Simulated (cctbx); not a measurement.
# HoSb3P2 with cctbx, script by script

Library: cctbx 2025.11. The data are simulated by the first script.

## 1. Simulate the data

run.py:

```python
from cctbx import adptbx, crystal, miller, sgtbx, xray
from cctbx.array_family import flex
from iotbx.shelx import hklf
from scitbx import matrix
import scitbx.random

cs = crystal.symmetry(unit_cell=(5.265, 10.332, 5.929, 90, 104.24, 90), space_group_symbol='Hall: -P 2yb')  # P2_1/m
atoms = [  # label, site, U (iso, or U11 U22 U33 U12 U13 U23 in A^2), occupancy
    ("Ho1", (0.5277, 0.75, 0.8693), (0.0149, 0.0165, 0.0145, 0.0000, 0.0036, 0.0000), 1),
    ("Sb1", (0.7891, 0.75, 0.4268), (0.0145, 0.0141, 0.0149, 0.0000, 0.0047, 0.0000), 1),
    ("Sb2", (0.8761, 0.4078, 0.5383), (0.0209, 0.0235, 0.0110, -0.0021, 0.0036, -0.0037), 1),
    ("P1", (0.7927, 0.4617, 0.8909), (0.0232, 0.0271, 0.0241, 0.0006, 0.0030, 0.0004), 1),
]
xs = xray.structure(crystal_symmetry=cs)
for label, site, u, occ in atoms:
    u = adptbx.u_cif_as_u_star(cs.unit_cell(), u) if isinstance(u, tuple) else u
    xs.add_scatterer(xray.scatterer(label, site=site, u=u, occupancy=occ))
xs.set_inelastic_form_factors(0.6889, "sasaki")
xs.show_summary()
p1 = xs.expand_to_p1()
ms = miller.build_set(p1, anomalous_flag=True, d_min=0.77)
flex.set_random_seed(440637)
scitbx.random.set_random_seed(440637)
ms = ms.select(flex.random_double(ms.size()) < 0.8)
i = ms.structure_factors_from_scatterers(p1, algorithm="direct").f_calc().as_intensity_array().data()
i = i * 40000 / flex.max(i)
sig = flex.sqrt(i + flex.pow2(0.03 * i) + 4 ** 2)
noise = scitbx.random.variate(scitbx.random.normal_distribution())(i.size())
data = ms.array(data=i + sig * noise, sigmas=sig).set_observation_type_xray_intensity()
with open("data.hkl", "w") as f:
    data.export_as_shelx_hklf(f)
print("reflections written:", data.size(), " <I/sigma> = %.1f" % flex.mean(data.data() / data.sigmas()))
for h, a, b in list(data.sort("data"))[:12]:
    print("%4d%4d%4d %9.1f %7.1f" % (h + (a, b)))
```

```console
$ python run.py
```

```text
Number of scatterers: 4
At special positions: 2
Unit cell: (5.265, 10.332, 5.929, 90, 104.24, 90)
Space group: P 1 21/m 1 (No. 11)
reflections written: 2270  <I/sigma> = 20.3
   1  -3  -2   41331.6  1180.3
   0   6   0   40080.1  1216.6
   0  -6   0   39333.8  1216.6
  -2   3   1   39144.8  1174.7
   1   3  -2   38390.1  1180.3
  -1  -3   2   37952.4  1180.3
   2  -3  -1   37708.0  1174.7
   2   3  -1   37289.8  1174.7
   1   0   1   33225.6  1001.7
  -1   0  -1   32046.2  1001.7
  -1   3   0   31248.6   960.4
   3   0  -3   30796.7   961.7
```

Run time: 0.3 s on 1 thread of Arm Neoverse V2 (shared host), peak memory 0.07 GiB.

## 2. Symmetry

run.py:

```python
from cctbx import crystal, sgtbx, statistics
from cctbx.array_family import flex
from iotbx.shelx import hklf

p1 = crystal.symmetry(unit_cell=(5.265, 10.332, 5.929, 90, 104.24, 90), space_group_symbol="P 1")
raw = hklf.reader(file_name="data.hkl").as_miller_arrays(crystal_symmetry=p1, anomalous=True)[0]
print(raw.size(), "reflections to d = %.3f A" % raw.d_min())
isig = raw.data() / raw.sigmas()
print("centring   violations  <I/sigma> of those")
best = "P"
for c in "ABCIRF":
    a = raw.customized_copy(space_group_info=sgtbx.space_group_info("Hall: %s 1" % c)).sys_absent_flags().data()
    m = flex.mean(isig.select(a))
    print("%5s %10d of %5d %8.1f" % (c, (isig.select(a) > 4).count(True), a.count(True), m))
    if (isig.select(a) > 4).count(True) < 0.01 * a.count(True):
        best = c
raw = raw.select(~raw.customized_copy(space_group_info=sgtbx.space_group_info("Hall: %s 1" % best)).sys_absent_flags().data())
isig = raw.data() / raw.sigmas()
rows = []
for s in sgtbx.space_group_symbol_iterator():
    g = sgtbx.space_group(s)
    if g.conventional_centring_type_symbol() != best or not g.is_compatible_unit_cell(p1.unit_cell(), 1e-3, 0.02):
        continue
    rows.append((s, g))
print("Laue class    unique    Rint  (classes that these axes allow; Friedel mates merged)")
rint = {}
for s, g in rows:
    laue = g.build_derived_patterson_group()
    key = laue.type().hall_symbol()
    if key not in rint:
        m = raw.customized_copy(space_group_info=laue.info(), anomalous_flag=False).merge_equivalents()
        rint[key] = m.r_int()
        print("%-14s %6d %7.3f" % (laue.type().lookup_symbol(), m.array().size(), m.r_int()))
floor = min(rint.values())
good = [(s, g) for s, g in rows if rint[g.build_derived_patterson_group().type().hall_symbol()] < 2 * floor + 0.03]
top = max(g.build_derived_patterson_group().order_z() for s, g in good)
print("space group    extra absences  I>4sigma  <I/sigma>")
for s, g in good:
    laue = g.build_derived_patterson_group()
    if laue.order_z() != top:
        continue
    a = raw.customized_copy(space_group_info=g.info()).sys_absent_flags().data()
    a &= ~raw.customized_copy(space_group_info=laue.info()).sys_absent_flags().data()
    bad = (isig.select(a) > 4).count(True)
    if bad <= 0.03 * a.count(True):
        print("%-16s %8d %10d %9s  %s" % (s.universal_hermann_mauguin(), a.count(True), bad, "%.1f" % flex.mean(isig.select(a)) if a.count(True) else "-", "centric" if g.is_centric() else "acentric"))
laue = max(good, key=lambda t: t[1].build_derived_patterson_group().order_z())[1].build_derived_patterson_group()
f = raw.customized_copy(space_group_info=laue.info(), anomalous_flag=False).merge_equivalents().array().eliminate_sys_absent().f_sq_as_f()
f.set_observation_type_xray_amplitude()
bins = max(3, min(8, f.size() // 12))
f.setup_binner(n_bins=bins)
w = statistics.wilson_plot(f, {e: n / laue.order_z() for e, n in {'Ho': 2.0, 'Sb': 6.0, 'P': 4.0}.items()}, e_statistics=True)
print("Wilson B = %.2f A^2   <|E^2-1|> = %.3f (0.968 centric, 0.736 acentric)   E^2>4: %.1f %%" % (w.wilson_b, w.mean_e_sq_minus_1, w.percent_e_sq_gt_2))
print("shell (A)         n   <I/sigma>")
m = raw.customized_copy(space_group_info=laue.info(), anomalous_flag=False).merge_equivalents().array().eliminate_sys_absent()
for b in m.setup_binner(n_bins=bins).range_used():
    sel = m.binner().selection(b)
    print("%5.2f - %4.2f %6d %8.1f" % (min(m.binner().bin_d_range(b)[0] if m.binner().bin_d_range(b)[0] > 0 else 99, 99), m.binner().bin_d_range(b)[1], sel.count(True), flex.mean((m.data() / m.sigmas()).select(sel))))
```

```console
$ python run.py
```

```text
2270 reflections to d = 0.772 A
centring   violations  <I/sigma> of those
    A       1029 of  1148     20.2
    B       1041 of  1144     20.5
    C       1026 of  1138     20.1
    I       1062 of  1143     21.5
    R       1362 of  1527     19.0
    F       1548 of  1715     20.3
Laue class    unique    Rint  (classes that these axes allow; Friedel mates merged)
P -1             1355   0.018
P 1 2/m 1         750   0.022
space group    extra absences  I>4sigma  <I/sigma>
P 1 2 1                 0          0         -  acentric
P 1 21 1               10          0      -0.4  acentric
P 1 m 1                 0          0         -  acentric
P 1 2/m 1               0          0         -  centric
P 1 21/m 1             10          0      -0.4  centric
Wilson B = 1.42 A^2   <|E^2-1|> = 0.888 (0.968 centric, 0.736 acentric)   E^2>4: 2.7 %
shell (A)         n   <I/sigma>
10.33 - 1.54     99     36.6
 1.54 - 1.22     98     35.2
 1.22 - 1.07     90     33.7
 1.07 - 0.97     90     35.3
 0.97 - 0.90     95     30.0
 0.90 - 0.85     94     27.8
 0.85 - 0.81     99     27.7
 0.81 - 0.77     85     27.8
```

Time: 0.27 s.

## 3. Charge flipping

run.py:

```python
import itertools
from cctbx import crystal, maptbx
from cctbx.array_family import flex
from iotbx.shelx import hklf
from smtbx.ab_initio import charge_flipping as cf

cs = crystal.symmetry(unit_cell=(5.265, 10.332, 5.929, 90, 104.24, 90), space_group_symbol='Hall: -P 2yb')  # P2_1/m
raw = hklf.reader(file_name="data.hkl").as_miller_arrays(crystal_symmetry=cs, anomalous=True)[0]
merged = raw.eliminate_sys_absent().merge_equivalents()
fo2 = merged.array().set_observation_type_xray_intensity()
f = fo2.average_bijvoet_mates().f_sq_as_f().resolution_filter(d_min=0.77)
p1 = f.expand_to_p1()
p1.setup_binner_counting_sorted(reflections_per_bin=max(40, p1.size() // 12))
work = p1.array(data=p1.data() / p1.amplitude_quasi_normalisations().data())
flex.set_random_seed(15012)
it = cf.weak_reflection_improved_iterator(delta=None, weak_reflection_fraction=0.2)
it.start(work, phases=flex.random_double(p1.size()) * 6.2832, f_000=0)
it.delta = 1.1 * it.rho_map.sigma()
print("cycle      R  skewness")
for n, st in enumerate(itertools.islice(it, 100)):
    if n % 8 == 0:
        print("%5d %6.3f %8.2f" % (n, st.r1_factor(), st.rho_map.skewness()))
rho = p1.phase_transfer(it.f_calc).fft_map().apply_volume_scaling()
polish = cf.low_density_elimination_iterator(constant_rho_c=rho.sigma())
polish.start(f_obs=p1, phases=it.f_calc, f_000=0)
for _ in range(8):
    next(polish)
print("origin shift          correlation  skewness")
maps = []
for fc, shift, cc in itertools.islice(cf.f_calc_symmetrisations(f, polish.f_calc, 0), 4):
    m = f.phase_transfer(fc).fft_map(symmetry_flags=maptbx.use_space_group_symmetry, resolution_factor=0.25).apply_sigma_scaling()
    maps.append((m.skewness(), cc, m))
    print("%6.3f %6.3f %6.3f %10.3f %9.2f" % (tuple(shift) + (cc, m.skewness())))
skew, cc, m = max((t for t in maps if t[1] > maps[0][1] - 0.04), key=lambda t: t[0])
print("taken: symmetry correlation %.3f, skewness %.2f" % (cc, skew))
peaks = m.peak_search(parameters=maptbx.peak_search_parameters(min_distance_sym_equiv=0.9, max_clusters=9)).all()
sps = cs.special_position_settings(min_distance_sym_equiv=0.5)
print("peak      x       y       z  mult  height/sigma")
for k, (x, h) in enumerate(zip(peaks.sites(), peaks.heights())):
    ss = sps.site_symmetry(x)
    print("Q%-3d %7.4f %7.4f %7.4f %4d %8.1f" % ((k + 1,) + tuple(t % 1 for t in ss.exact_site()) + (ss.multiplicity(), h)))
```

```console
$ python run.py
```

```text
cycle      R  skewness
    0  0.592     0.24
    8  0.513     1.36
   16  0.520     3.13
   24  0.485     4.09
   32  0.504     4.14
   40  0.488     3.82
   48  0.484     4.01
   56  0.495     3.70
   64  0.489     4.20
   72  0.493     4.23
   80  0.485     3.78
   88  0.486     4.02
   96  0.484     4.07
origin shift          correlation  skewness
 0.230  0.467  0.429      0.851      1.77
 0.218  0.129  0.426      0.838      1.76
 0.106  0.472  0.082      0.824      1.10
 0.063  0.474  0.180      0.800      1.26
taken: symmetry correlation 0.851, skewness 1.77
peak      x       y       z  mult  height/sigma
Q1    0.0062  0.2500  0.8810    2     10.0
Q2    0.3533  0.6014  0.5536    4      8.2
Q3    0.2745  0.2500  0.4346    2      4.1
Q4    0.3972  0.1254  0.3023    4      3.9
Q5    0.3505  0.1509  0.8525    4      3.9
Q6    0.4508  0.5273  0.5687    4      3.5
Q7    0.2515  0.5302  0.0387    4      3.3
Q8    0.0207  0.1796  0.7560    4      3.0
Q9    0.2933  0.6479  0.2868    4      3.0
```

Time: 0.34 s.

## 4. Refinement (model from the peaks)

run.py:

```python
import math
from cctbx import adptbx, crystal, maptbx, sgtbx, xray
from cctbx.array_family import flex
from cctbx.xray import observations
from iotbx.shelx import hklf
from scitbx.lstbx import normal_eqns_solving
from smtbx import absolute_structure, utils
from smtbx.refinement import constraints, least_squares

cs = crystal.symmetry(unit_cell=(5.265, 10.332, 5.929, 90, 104.24, 90), space_group_symbol='Hall: -P 2yb')  # P2_1/m
atoms = [  # label, site, U (iso, or U11 U22 U33 U12 U13 U23 in A^2), occupancy
    ("Ho1", (0.0062, 0.25, 0.881), 0.0200, 1),
    ("Sb1", (0.3533, 0.6014, 0.5536), 0.0200, 1),
    ("Sb2", (0.2745, 0.25, 0.4346), 0.0200, 1),
    ("P1", (0.3972, 0.1254, 0.3023), 0.0200, 1),
]
xs = xray.structure(crystal_symmetry=cs)
for label, site, u, occ in atoms:
    u = adptbx.u_cif_as_u_star(cs.unit_cell(), u) if isinstance(u, tuple) else u
    xs.add_scatterer(xray.scatterer(label, site=site, u=u, occupancy=occ))
xs.set_inelastic_form_factors(0.6889, "sasaki")
raw = hklf.reader(file_name="data.hkl").as_miller_arrays(crystal_symmetry=cs, anomalous=True)[0]
merged = raw.eliminate_sys_absent().merge_equivalents()
fo2 = merged.array().set_observation_type_xray_intensity()
print("Rint %.3f, %d unique reflections to %.2f A" % (merged.r_int(), fo2.size(), fo2.d_min()))
for sc in xs.scatterers():
    sc.flags.set_grad_site(True)
    sc.flags.set_grad_u_aniso(sc.flags.use_u_aniso())
    sc.flags.set_grad_u_iso(sc.flags.use_u_iso())
obs = fo2.as_xray_observations()
extra = {}
rep = constraints.reparametrisation(xs, [], utils.connectivity_table(xs), **extra)
ls = least_squares.crystallographic_ls(obs, rep, weighting_scheme=least_squares.mainstream_shelx_weighting(a=0, b=0))
print("cycle     R1     wR2    GooF  max shift (A)")
for cycle in range(6):
    ls.build_up()
    r1, wr2, goof = ls.r1_factor(cutoff_factor=2)[0], ls.wR2(), ls.goof()
    old = xs.sites_cart()
    normal_eqns_solving.levenberg_marquardt_iterations(ls, n_max_iterations=3, tau=0.0001, step_threshold=1e-7)
    big = flex.max((xs.sites_cart() - old).norms())
    print("%4d %7.4f %7.4f %7.3f %9.5f" % (cycle + 1, r1, wr2, goof, big))
    ls.build_up(objective_only=True)
    if abs(ls.wR2() - wr2) < 5e-5 and big < 5e-4:
        break
ls.build_up()
print("final R1 %.4f wR2 %.4f GooF %.3f  parameters %d  data/parameter %.1f" % (ls.r1_factor(cutoff_factor=2)[0], ls.wR2(), ls.goof(), ls.n_parameters, fo2.size() / ls.n_parameters))
cov = ls.covariance_matrix_and_annotations()
su = dict(zip(cov.annotations, (math.sqrt(max(v, 0)) for v in cov.matrix.matrix_packed_u_diagonal())))
a2 = cs.unit_cell().reciprocal_parameters()[0] ** -2
print("atom        x        y        z      Ueq    occ   su(xyz)  su(Uiso or U11)")
for sc in xs.scatterers():
    s = max(su.get(sc.label + k, 0) for k in (".x", ".y", ".z"))
    npd = "" if sc.is_positive_definite_u(cs.unit_cell()) else "  NPD"
    print("%-5s %8.5f %8.5f %8.5f %8.4f %6.3f %8.5f %7.4f%s" % ((sc.label,) + sc.site + (sc.u_iso_or_equiv(cs.unit_cell()), sc.occupancy, s, su.get(sc.label + ".uiso", su.get(sc.label + ".u11", 0) * a2), npd)))
fo = fo2.f_sq_as_f()
fc = fo.structure_factors_from_scatterers(xs, algorithm="direct").f_calc()
diff = fo.f_obs_minus_f_calc(1 / math.sqrt(ls.scale_factor()), fc).average_bijvoet_mates()
m = diff.fft_map(symmetry_flags=maptbx.use_space_group_symmetry, resolution_factor=0.25).apply_volume_scaling()
print("difference map: max %.2f min %.2f rms %.2f" % (m.statistics().max(), m.statistics().min(), m.statistics().sigma()))
peaks = m.peak_search(parameters=maptbx.peak_search_parameters(min_distance_sym_equiv=0.6, max_clusters=5)).all()
near = xs.closest_distances(peaks.sites(), distance_cutoff=4)
sps = cs.special_position_settings(min_distance_sym_equiv=0.5)
for k, (x, h) in enumerate(zip(peaks.sites(), peaks.heights())):
    ss = sps.site_symmetry(x)
    print("Q%-3d %7.4f %7.4f %7.4f %4d %7.2f  %.2f A from %s" % ((k + 1,) + tuple(t % 1 for t in ss.exact_site()) + (ss.multiplicity(), h, near.smallest_distances[k], xs.scatterers()[near.i_seqs[k]].label)))
```

```console
$ python run.py
```

```text
Rint 0.022, 743 unique reflections to 0.77 A
cycle     R1     wR2    GooF  max shift (A)
   1  0.7250  0.9434  34.590   0.24360
   2  0.1833  0.4346  15.935   0.30941
   3  0.1812  0.4274  15.669   0.40081
   4  0.1803  0.4256  15.603   0.88242
   5  0.1790  0.4230  15.508   0.07686
   6  0.1789  0.4224  15.486   0.01354
final R1 0.1791 wR2 0.4222 GooF 15.478  parameters 14  data/parameter 53.1
atom        x        y        z      Ueq    occ   su(xyz)  su(Uiso or U11)
Ho1    0.02711  0.25000  0.86964   0.0100  1.000  0.00049  0.0010
Sb1    0.37489  0.59268  0.53767   0.0141  1.000  0.00055  0.0011
Sb2    0.28890  0.25000  0.42809   0.0096  1.000  0.00073  0.0011
P1     0.19161  0.15423  0.45791   0.3533  1.000  0.03324  0.0825
difference map: max 41.34 min -4.86 rms 2.68
Q1    0.2926  0.5380  0.8907    4   42.97  2.31 A from Sb1
Q2    0.0354  0.2500  0.8675    2   30.88  0.05 A from Ho1
Q3    0.3809  0.5853  0.5386    4   24.36  0.08 A from Sb1
Q4    0.2900  0.2500  0.4149    2   23.33  0.08 A from Sb2
Q5    0.2008  0.7081  0.5747    4    3.30  1.55 A from Sb1
```

Time: 0.67 s.

Figures of merit this high mean that the model is still wrong or incomplete.

## 5. Charge flipping

run.py, as its changes from the last script of this kind:

```diff
@@ -13,3 +13,2 @@
-p1.setup_binner_counting_sorted(reflections_per_bin=max(40, p1.size() // 12))
-work = p1.array(data=p1.data() / p1.amplitude_quasi_normalisations().data())
-flex.set_random_seed(15012)
+work = p1
+flex.set_random_seed(15013)
@@ -20,2 +19,2 @@
-for n, st in enumerate(itertools.islice(it, 100)):
-    if n % 8 == 0:
+for n, st in enumerate(itertools.islice(it, 200)):
+    if n % 16 == 0:
```

```console
$ python run.py
```

```text
cycle      R  skewness
    0  0.603     0.15
   16  0.474     3.91
   32  0.266     5.37
   48  0.277     5.18
   64  0.290     5.10
   80  0.282     5.15
   96  0.279     5.13
  112  0.276     5.08
  128  0.271     4.94
  144  0.265     4.90
  160  0.269     5.08
  176  0.269     4.95
  192  0.263     4.86
origin shift          correlation  skewness
 0.154  0.108  0.129      0.790      0.87
 0.143  0.442  0.116      0.785      0.85
 0.277  0.438  0.410      0.778      0.88
 0.289  0.107  0.425      0.777      0.84
taken: symmetry correlation 0.778, skewness 0.88
peak      x       y       z  mult  height/sigma
Q1    0.2989  0.2500  0.0796    2      7.6
Q2    0.2279  0.5880  0.9565    4      6.2
Q3    0.0719  0.7500  0.2267    2      5.3
Q4    0.1195  0.0126  0.7589    4      4.8
Q5    0.4741  0.1096  0.8984    4      3.9
Q6    0.0500  0.5974  0.8860    4      3.8
Q7    0.3560  0.5961  0.3581    4      3.6
Q8    0.4154  0.2500  0.5127    2      3.6
Q9    0.3346  0.7500  0.7917    2      3.5
```

Time: 0.36 s.

## 6. Refinement (model from the peaks)

run.py, as its changes from the last script of this kind:

```diff
@@ -12,4 +12,4 @@
-    ("Ho1", (0.0062, 0.25, 0.881), 0.0200, 1),
-    ("Sb1", (0.3533, 0.6014, 0.5536), 0.0200, 1),
-    ("Sb2", (0.2745, 0.25, 0.4346), 0.0200, 1),
-    ("P1", (0.3972, 0.1254, 0.3023), 0.0200, 1),
+    ("Sb1", (0.2989, 0.25, 0.0796), 0.0200, 1),
+    ("Sb2", (0.2279, 0.588, 0.9565), 0.0200, 1),
+    ("Ho1", (0.0719, 0.75, 0.2267), 0.0200, 1),
+    ("P1", (0.1195, 0.0126, 0.7589), 0.0200, 1),
```

```console
$ python run.py
```

```text
Rint 0.022, 743 unique reflections to 0.77 A
cycle     R1     wR2    GooF  max shift (A)
   1  0.9044  0.9890  36.260   0.42709
   2  0.8696  0.9778  35.852   0.10560
   3  0.8669  0.9769  35.816   0.02794
   4  0.8651  0.9765  35.801   0.01767
   5  0.8637  0.9762  35.791   0.01087
   6  0.8631  0.9761  35.786   0.00708
final R1 0.8627 wR2 0.9760 GooF 35.784  parameters 14  data/parameter 53.1
atom        x        y        z      Ueq    occ   su(xyz)  su(Uiso or U11)
Sb1    0.30944  0.25000  0.09763   0.0001  1.000  0.01277  0.0156
Sb2    0.23602  0.59105  0.91617   0.0054  1.000  0.01237  0.0123
Ho1    0.05830  0.75000  0.23994   0.0001  1.000  0.00903  0.0122
P1     0.05960  0.00025  0.76298   0.0001  1.000  0.03119  0.0368
difference map: max 1217.56 min -354.43 rms 88.89
Q1    0.0576  0.7500  0.2338    2 1351.94  0.04 A from Ho1
Q2    0.2419  0.5918  0.9153    4  730.25  0.03 A from Sb2
Q3    0.3020  0.2500  0.1086    2  681.31  0.08 A from Sb1
Q4    0.3828  0.2500  0.5374    2  373.46  2.54 A from Sb1
Q5    0.4277  0.7500  0.4246    2  341.06  1.98 A from Ho1
```

It took 0.65 s on 1 thread of Arm Neoverse V2, with other jobs on the host, peak memory 0.09 GiB.

Figures of merit this high mean that the model is still wrong or incomplete.

[Logs are printed without paths, hosts, clocks, repeated set-up lines and the standing remarks that a program may print on its own settings, such as how far it seeks lower states.]
